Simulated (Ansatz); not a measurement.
# Reading EPR parameters

A crystal has the composition Ba2MF6, where M is a 3d element. A calculation (PBE+U, spin-orbit coupling in second variation, Ansatz) gives:

- S: 1
- g: ⊥ 2.1568, ∥ 2.1741
- moment in its sphere: 1.73 μB

Q: Name the magnetic ion and its oxidation state.

The crystal is Ba2NiF6, space group I4/mmm. The spin sits on Ni, with 6 F at 1.96 to 2.07 Å round it. With the usual charges of the other elements M must be +2. High-spin ions of that charge with S = 1 are d8 and d2, Ni and Ti; the sign of the g shift picks Ni²⁺ d⁸. Low-spin ions are left aside. The shift is positive: in a shell more than half full the orbital moment adds to the spin.

[Hosts, paths, dates, database ids (printed as entryN), source tags and the programs' standing remarks are cut or masked in the printed files.]
